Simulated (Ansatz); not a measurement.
## Formation energy and levels of the substitutional impurity In_Ga in GaN (F-43m)

Charge states of In_Ga in GaN (F-43m), set against the band edges. Model: a cell of 54 host atoms with 1 Ga taken out and 1 In put in.

Main program and level: Ansatz 0.2.0; place-levels on r2SCAN runs: charge-transition levels and formation energies with image-charge correction and potential alignment at the atomic sites; PAW set soft_1.

**1. Set-up**

The cell holds 54 atoms: 26 Ga, 27 N and 1 In. Its edges and angles: a = 9.542 Å, b = 9.542 Å, c = 9.542 Å, α = 60.0°, β = 60.0°, γ = 60.0°. It derives from GaN (space group F-43m). Nearest the centre at fractional (0.333, 0.667, 0.667): In35 at 0.00 Å, N30 at 1.95 Å, N18 at 1.95 Å, N34 at 1.95 Å, N36 at 1.95 Å, Ga33 at 3.18 Å, Ga17 at 3.18 Å, Ga29 at 3.18 Å.

Coordinates:

```xyz
54
Lattice="0.0000 6.7473 6.7473 6.7473 0.0000 6.7473 6.7473 6.7473 0.0000" Properties=species:S:1:pos:R:3 pbc="T T T"
Ga    0.0000    0.0000    0.0000
N     1.1245    1.1245    1.1245
Ga    2.2491    2.2491    0.0000
N     3.3736    3.3736    1.1245
Ga    4.4982    4.4982    0.0000
N     5.6227    5.6227    1.1245
Ga    2.2491    0.0000    2.2491
N     3.3736    1.1245    3.3736
Ga    4.4982    2.2491    2.2491
N     5.6227    3.3736    3.3736
Ga    6.7473    4.4982    2.2491
N     7.8718    5.6227    3.3736
Ga    4.4982    0.0000    4.4982
N     5.6227    1.1245    5.6227
Ga    6.7473    2.2491    4.4982
N     7.8718    3.3736    5.6227
Ga    8.9964    4.4982    4.4982
N    10.1209    5.6227    5.6227
Ga    0.0000    2.2491    2.2491
N     1.1245    3.3736    3.3736
Ga    2.2491    4.4982    2.2491
N     3.3736    5.6227    3.3736
Ga    4.4982    6.7473    2.2491
N     5.6227    7.8718    3.3736
Ga    2.2491    2.2491    4.4982
N     3.3736    3.3736    5.6227
Ga    4.4982    4.4982    4.4982
N     5.6227    5.6227    5.6227
Ga    6.7473    6.7473    4.4982
N     7.8718    7.8718    5.6227
Ga    4.4982    2.2491    6.7473
N     5.6227    3.3736    7.8718
Ga    6.7473    4.4982    6.7473
N     7.8718    5.6227    7.8718
In    8.9964    6.7473    6.7473
N    10.1209    7.8718    7.8718
Ga    0.0000    4.4982    4.4982
N     1.1245    5.6227    5.6227
Ga    2.2491    6.7473    4.4982
N     3.3736    7.8718    5.6227
Ga    4.4982    8.9964    4.4982
N     5.6227   10.1209    5.6227
Ga    2.2491    4.4982    6.7473
N     3.3736    5.6227    7.8718
Ga    4.4982    6.7473    6.7473
N     5.6227    7.8718    7.8718
Ga    6.7473    8.9964    6.7473
N     7.8718   10.1209    7.8718
Ga    4.4982    4.4982    8.9964
N     5.6227    5.6227   10.1209
Ga    6.7473    6.7473    8.9964
N     7.8718    7.8718   10.1209
Ga    8.9964    8.9964    8.9964
N    10.1209   10.1209   10.1209
```

The host's dielectric constants go in as inputs: 6.00 for the electrons alone, 10.56 with the ions, computed on the host (DFPT, PBEsol, on the r2SCAN cell), and a cell off the functional's own equilibrium shifts the ionic part.

The cell's shortest repeat is 9.5 Å.

**2. What was run first**

Levels follow from differences of total energies between charge states, each relaxed by itself.

Each atom starts 0.05 Å or so off its site in a random direction: a symmetric start keeps its symmetry, and would miss off-centre moves and Jahn–Teller distortions. Forces are taken on a 2×2×2 shifted mesh. The cell holds 1 electron more than the neutral one, with a uniform background that keeps it neutral on the whole. The electron count is odd, so at least one spin is unpaired; this run locks the moment at 1 μB.

The sampling was tested on the host first: at the k-points planned (1x1x1 shifted 0.25 0.25 0.25) its energy lies 0.067 eV an atom from the dense-mesh value, so the final energies take a denser sampling.

One state's input; the others differ in charge, spin, start and seed, and in occupations where the table says so.

Input file qm1_M1.relax/input.yaml:

```yaml
crystal:
  lattice:
    - [0.0, 6.74729083, 6.74729083]
    - [6.74729083, 0.0, 6.74729083]
    - [6.74729083, 6.74729083, 0.0]
  atoms:
    - { symbol: Ga, position: [0.0, 0.0, 0.0] }
    - { symbol: "N", position: [0.08333333, 0.08333333, 0.08333333] }
    - { symbol: Ga, position: [0.0, 0.0, 0.33333333] }
    - { symbol: "N", position: [0.08333333, 0.08333333, 0.41666667] }
    - { symbol: Ga, position: [0.0, 0.0, 0.66666667] }
    - { symbol: "N", position: [0.08333333, 0.08333333, 0.75] }
    - { symbol: Ga, position: [0.0, 0.33333333, 0.0] }
    - { symbol: "N", position: [0.08333333, 0.41666667, 0.08333333] }
    - { symbol: Ga, position: [0.0, 0.33333333, 0.33333333] }
    - { symbol: "N", position: [0.08333333, 0.41666667, 0.41666667] }
    - { symbol: Ga, position: [0.0, 0.33333333, 0.66666667] }
    - { symbol: "N", position: [0.08333333, 0.41666667, 0.75] }
    - { symbol: Ga, position: [0.0, 0.66666667, 0.0] }
    - { symbol: "N", position: [0.08333333, 0.75, 0.08333333] }
    - { symbol: Ga, position: [0.0, 0.66666667, 0.33333333] }
    - { symbol: "N", position: [0.08333333, 0.75, 0.41666667] }
    - { symbol: Ga, position: [0.0, 0.66666667, 0.66666667] }
    - { symbol: "N", position: [0.08333333, 0.75, 0.75] }
    - { symbol: Ga, position: [0.33333333, 0.0, 0.0] }
    - { symbol: "N", position: [0.41666667, 0.08333333, 0.08333333] }
    - { symbol: Ga, position: [0.33333333, 0.0, 0.33333333] }
    - { symbol: "N", position: [0.41666667, 0.08333333, 0.41666667] }
    - { symbol: Ga, position: [0.33333333, 0.0, 0.66666667] }
    - { symbol: "N", position: [0.41666667, 0.08333333, 0.75] }
    - { symbol: Ga, position: [0.33333333, 0.33333333, 0.0] }
    - { symbol: "N", position: [0.41666667, 0.41666667, 0.08333333] }
    - { symbol: Ga, position: [0.33333333, 0.33333333, 0.33333333] }
    - { symbol: "N", position: [0.41666667, 0.41666667, 0.41666667] }
    - { symbol: Ga, position: [0.33333333, 0.33333333, 0.66666667] }
    - { symbol: "N", position: [0.41666667, 0.41666667, 0.75] }
    - { symbol: Ga, position: [0.33333333, 0.66666667, 0.0] }
    - { symbol: "N", position: [0.41666667, 0.75, 0.08333333] }
    - { symbol: Ga, position: [0.33333333, 0.66666667, 0.33333333] }
    - { symbol: "N", position: [0.41666667, 0.75, 0.41666667] }
    - { symbol: In, position: [0.33333333, 0.66666667, 0.66666667] }
    - { symbol: "N", position: [0.41666667, 0.75, 0.75] }
    - { symbol: Ga, position: [0.66666667, 0.0, 0.0] }
    - { symbol: "N", position: [0.75, 0.08333333, 0.08333333] }
    - { symbol: Ga, position: [0.66666667, 0.0, 0.33333333] }
    - { symbol: "N", position: [0.75, 0.08333333, 0.41666667] }
    - { symbol: Ga, position: [0.66666667, 0.0, 0.66666667] }
    - { symbol: "N", position: [0.75, 0.08333333, 0.75] }
    - { symbol: Ga, position: [0.66666667, 0.33333333, 0.0] }
    - { symbol: "N", position: [0.75, 0.41666667, 0.08333333] }
    - { symbol: Ga, position: [0.66666667, 0.33333333, 0.33333333] }
    - { symbol: "N", position: [0.75, 0.41666667, 0.41666667] }
    - { symbol: Ga, position: [0.66666667, 0.33333333, 0.66666667] }
    - { symbol: "N", position: [0.75, 0.41666667, 0.75] }
    - { symbol: Ga, position: [0.66666667, 0.66666667, 0.0] }
    - { symbol: "N", position: [0.75, 0.75, 0.08333333] }
    - { symbol: Ga, position: [0.66666667, 0.66666667, 0.33333333] }
    - { symbol: "N", position: [0.75, 0.75, 0.41666667] }
    - { symbol: Ga, position: [0.66666667, 0.66666667, 0.66666667] }
    - { symbol: "N", position: [0.75, 0.75, 0.75] }
  host:
    repeats: [3, 3, 3]
    atoms:
      - { symbol: Ga, position: [0.0, 0.0, 0.0] }
      - { symbol: "N", position: [0.25, 0.25, 0.25] }
total_charge: -1
basis:
  ecutwfc: 500
  xc_grid: 2
hamiltonian:
  xc: r2scan
  pseudopotentials: { kind: paw, azcp: { folder: soft_1 } }
kpoints:
  mp_grid: { grid: [2, 2, 2], shift: [0.5, 0.5, 0.5] }
magnetization:
  spin_polarized: true
  initial_magnetization: 1
  spin_locking: { lock_magnetization: hard }
scf:
  occupations: { method: fixed }
  max_iter: 100
output:
  forces: true
  charged_corrections:
    epsilon: 6.0
    static_epsilon: 10.56
    defect_position: [0.333333, 0.666667, 0.666667]
relax:
  f_tol: 0.02
  max_steps: 80
  random_displacement: { amplitude: 0.05, seed: 853 }
checkpoint:
  write: "../qm1_M1.relax.run"
  compress: false
  write_wavefunctions: true
  write_every: 100000
```

On the command line:

```bash
$ ansatz run input.yaml --threads 4 --pin off --max-ram 7536MiB --backend cpu --events-out ev --progress --plain --runs-dir out
```

The run of this state that the levels use, under r2SCAN:

Input file qm1_M1.point/input.yaml:

```yaml
crystal:
  checkpoint: "../qm1_M1.relax.run"
  host: checkpoint
total_charge: -1
basis:
  ecutwfc: 500
  xc_grid: 2
hamiltonian:
  xc: r2scan
  pseudopotentials: { kind: paw, azcp: { folder: soft_1 } }
kpoints:
  mp_grid: { grid: [2, 2, 2], shift: [0.5, 0.5, 0.5] }
magnetization:
  spin_polarized: true
  initial_magnetization: 1
  spin_locking: { lock_magnetization: hard }
scf:
  occupations: { method: fixed }
  max_iter: 100
output:
  forces: true
  eigenvalues: true
  charged_corrections:
    epsilon: 6.0
    static_epsilon: 10.56
    defect_position: [0.333333, 0.666667, 0.666667]
  eigenstates: { localisation: true }
  populations: true
  efg: {}
  band_densities: [{ bands: [v1, v1] }, { bands: [c1, c1] }]
  write_density: true
  write_potential: true
  volumetric_format: npy
checkpoint:
  read: "../qm1_M1.relax.run"
  write: "../qm1_M1.point.run"
  compress: false
  write_wavefunctions: false
  write_every: 100000
```

Relaxations under r2SCAN at a 2×2×2 shifted mesh; times on 4 threads of Arm Neoverse V1, shared host:

```csv
charge,moment (μB),occupations,outcome,steps,largest displacement against the far atoms (Å),time
−1,1,fixed,converged,5,0.15,13 min
0,0,fixed,converged,5,0.15,5 min
+1,1,fixed,converged,7,0.15,16 min
```

Single points under r2SCAN at a 2×2×2 shifted mesh; times on 4 threads of Arm Neoverse V1, shared host:

```csv
charge,moment (μB),occupations,outcome,time
−1,1,fixed,converged,2 min
0,0,fixed,converged,55 s
+1,1,fixed,converged,2.1 min
```

Distances (Å) from In35 to the nearest atoms after relaxation with r2SCAN:

```csv
charge,moment (μB),1.,2.,3.,4.,5.,6.
−1,1,N 2.10,N 2.10,N 2.10,N 2.10,Ga 3.21,Ga 3.21
0,0,N 2.09,N 2.09,N 2.09,N 2.09,Ga 3.21,Ga 3.21
+1,1,N 2.09,N 2.10,N 2.10,N 2.10,Ga 3.21,Ga 3.21
```

**3. place-levels, r2SCAN**

A charged cell interacts with its images and the background, and its potential has another zero than the host's. place-levels removes the first by a point-charge model, screened by the static dielectric constant since the ions have relaxed around the charge, and the second by comparing potentials at atoms far from the defect.

The host is a run of the defect-free crystal in the same cutoffs, grids and k-points, so that basis and sampling errors cancel in part in the differences. The host is run in a cell of 2 atoms on a matching mesh. Its band edges are searched through the zone by a band path, so the gap is smaller than, or equal to, that on the mesh. Chemical potentials are energies per atom of Ga (alpha-Ga (Cmce)) and In (body-centred tetragonal), run with the same functional and cutoff.

Input file levels.point.yaml:

```yaml
host:
  run: host.point.run
states: [qm1_M1.point.run, q0.point.run, qp1_M1.point.run]
geometry_from:
  qm1_M1.point.run: qm1_M1.relax.run
  q0.point.run: q0.relax.run
  qp1_M1.point.run: qp1_M1.relax.run
  host.point.run: host.relax.run
chemical_potentials:
  Ga:
    energy: -3790.270342
    dataset: <sha256 of the dataset>
  In:
    energy: -5611.882005
    dataset: <sha256 of the dataset>
epsilon: 6.0
static_epsilon: 10.56
vertical:
  - { from: qm1_M1.point.run, to: qm1_M1.point_neutral.run }
  - { from: qp1_M1.point.run, to: qp1_M1.point_neutral.run }
```

On the command line:

```bash
$ ansatz place-levels levels.point.yaml -- --threads 4 --pin off --max-ram 7536MiB
```

Numbers of over 12 decimals in the logs are rounded to 6 here.

Output:

```text
[... repeated set-up lines and file paths are left out, and long positions are rounded to six places ...]
(+1/0) 0.007 eV beneath the valence edge (-0.278 eV without the band-filling correction), in the valence band
(0/-1) 2.196 eV above the valence edge (+3.636 eV without the band-filling correction), in the conduction band
formation energy of charge +1: +1.671 eV with the Fermi level at the valence edge
formation energy of charge 0: +1.664 eV with the Fermi level at the valence edge
formation energy of charge -1: +3.860 eV with the Fermi level at the valence edge
vertical -1 to 0: no energy, since no alignment is typed
  the change from vertical[0].from (qm1_M1.point.run) to vertical[0].to (qm1_M1.point_neutral.run): by its potential at epsilon 6 it stands at 0.273 0.605 0.606, with an rms radius of about 4.8 Å (2.8 2.8 2.8 Å across the planes of the cell's vectors); [...]
vertical +1 to 0: no energy, since no alignment is typed
  the change from vertical[1].from (qp1_M1.point.run) to vertical[1].to (qp1_M1.point_neutral.run): by its potential at epsilon 6 it stands at 0.453 0.783 0.783, with an rms radius of about 4.4 Å (2.7 2.5 2.5 Å across the planes of the cell's vectors); [...]
  edges by r2scan, gap 2.168 eV; the host is sampled to repeats of 19.08 Å
  the defect's cells are sampled to repeats of 19.08 Å, like sampling
  charge +1: -114591.2778 eV with its correction of +0.294 eV, at epsilon 10.56, aligned at sites: +0.0628 eV, mean over 19 atomic sites at or beyond 4.77 Å from the defect at [0.3333, 0.6667, 0.6667], with +0.000000 for the charge's moments and without [...]
  charge 0: +0.000 eV for its dipole among its images, +0.000 omitted
  charge -1: -114569.0205 eV with its correction of -0.049 eV, at epsilon 10.56, aligned at sites: +0.2803 eV, mean over 19 atomic sites at or beyond 4.77 Å from the defect at [0.3333, 0.6667, 0.6667], with +0.000000 for the charge's moments and without [...]
  of states[2] (qp1_M1.point.run): it parts from the run at its places by a charge that spreads by about 2.7 Å along one vector (1.3 Å or more is wide), by its potential at epsilon 6, taken for that of held ions (one typed too small widens it), where the cell [...]
  of states[1] (q0.point.run): its alignment with the host at atomic sites is doubtful: the mean over the far sites moves by +0.0900 eV from their farther parts to their nearer, more than 0.05 eV. [...]
  of states[0] (qm1_M1.point.run): it parts from the run at its places by a charge that spreads by about 2.8 Å along one vector (1.3 Å or more is wide), by its potential at epsilon 6, taken for that of held ions (one typed too small widens it), where the cell [...]
  of vertical[0].from (qm1_M1.point.run): stability_check_not_made; [...]
  of vertical[1].from (qp1_M1.point.run): band_overlap_at_count; stability_check_not_made; of the run under geometry_from: band_overlap_at_count; [...]
```

Wall time 0.36 s (4 threads of Arm Neoverse V1, shared host).

Levels between the charges placed, in eV above the valence top:

```csv
,gap (eV),(+1/0),(0/−1)
r2SCAN,2.17,-0.01,2.20
```

Corrections by state:

```csv
charge,moment (μB),image terms and alignment (eV),band filling (eV),ε used,"over the lowest of its charge, as the program ranks them, band filling apart (eV)"
+1,1.0,0.294,-0.271,10.56,0.000
0,0.0,0.000,-,-,0.000
−1,1.0,-0.049,-1.440,10.56,0.000
```

The charged structures listed were also run neutral, and place-levels reads from each pair, by the potential or the spins, how wide the charge is by which they differ; that can be the carrier of either run.

```csv
charge,rms radius (Å),spread where it is widest against the cell (Å),wide from (Å),reading
+1,4.4,2.68,1.35,wide
−1,4.8,2.77,1.35,wide
```

The neutral runs of these pairs need not share the spin of the lowest neutral state, and very wide values only mean spread over the cell.

From the program's caveats on the states, each cut to its opening words:

- charge +1 (1 μB): it parts from the run at its places by a charge that spreads by about 2.7 Å along one vector (1.3 Å or more is wide), by its potential at epsilon 6, taken for [...]
- charge +1 (1 μB): a band-filling correction moves a carrier to the host's band edge, which changes its energy by -0.271 eV
- charge +1 (1 μB): its alignment with the host at atomic sites is doubtful: the mean over the far sites moves by +0.0511 eV from their farther parts to their nearer, more than [...]
- charge +1 (1 μB): filled levels lie above empty ones at the fixed electron count
- charge +1 (1 μB), −1 (1 μB): flagged: stability check not made
- charge 0: its alignment with the host at atomic sites is doubtful: the mean over the far sites moves by +0.0900 eV from their farther parts to their nearer, more than [...]
- charge −1 (1 μB): it parts from the run at its places by a charge that spreads by about 2.8 Å along one vector (1.3 Å or more is wide), by its potential at epsilon 6, taken for [...]
- charge −1 (1 μB): a band-filling correction moves a carrier to the host's band edge, which changes its energy by -1.440 eV
- charge −1 (1 μB): its alignment with the host at atomic sites is doubtful: the mean over the far sites moves by +0.0657 eV from their farther parts to their nearer, more than [...]

The host's formation energy from the elements is -0.646 eV per atom; it sets how far the chemical potentials can move.

Formation energies (eV), Ga-rich (Δμ(Ga) = 0.00 eV, Δμ(N) = -1.29 eV, Δμ(In) = 0.00 eV):

```csv
charge,Fermi level at the valence top,at the conduction bottom
+1,1.67,3.84
0,1.66,1.66
−1,3.86,1.69
```

Formation energies (eV), N-rich (Δμ(N) = 0.00 eV, Δμ(Ga) = -1.29 eV, Δμ(In) = 0.00 eV):

```csv
charge,Fermi level at the valence top,at the conduction bottom
+1,0.38,2.55
0,0.37,0.37
−1,2.57,0.40
```

**4. Outcome**

```json
{"gap of the host": "2.17 eV (r2SCAN)", "level (plus 1/0)": "0.01 eV below the valence top (-0.28 eV above the valence top without the band-filling term)", "level (0/minus 1)": "2.20 eV above the valence top, past the conduction bottom (3.64 eV above the valence top without the band-filling term)", "lowest of the charges placed, just above the valence top (0.02 eV)": "0", "lowest of the charges placed, just below the conduction bottom (0.02 eV)": "0", "lowest formation energy at mid-gap of the charges run, Ga-rich": "1.66 eV", "lowest formation energy at mid-gap of the charges run, N-rich": "0.37 eV"}
```

In words: Of the charges placed (−1, 0 and +1), 0 is the lowest from 0.02 eV above the valence top to 0.02 eV below the conduction bottom, a gap of 2.17 eV. States placed: +1 at 1 μB; 0 at 0 μB; −1 at 1 μB. Other spin states or structures, where not listed, weren't placed. The program finds carriers beyond a band edge of the host and adds a band-filling term at charge −1 (-1.44 eV) and +1 (-0.27 eV); steps to such a charge show no bound level, and a defect level inside a band would be read the same way. In is taken at its element; compounds, which aren't counted here, bound the chemical potentials and would shift these formation energies. The program doubts the alignment of potentials for at least one state, a sign that the cell is small. Keep in mind: r2SCAN makes the gap too small and tends to spread out bound carriers; where a gas molecule sets a chemical potential or the host's formation energy, its binding is uncorrected; spin–orbit coupling, which can matter with heavy atoms, is left out.

[Logs are printed without paths, hosts, clocks, repeated set-up lines and the standing remarks that a program may print on its own settings, such as how far it seeks lower states.]

[Hosts, paths, dates, database ids (printed as entryN), source tags and the programs' standing remarks are cut or masked in the printed files.]

[Where a table of states has a column of steps, it counts the stored structures, which are thinned; the runs took as many ionic steps or more.]

[A defect's name tells the site on which it was built; relaxed atoms can leave that site.]

[For some hosts the program warned that the k-mesh of the response run may be too coarse for force constants and the static dielectric constant; such warnings are not shown here.]
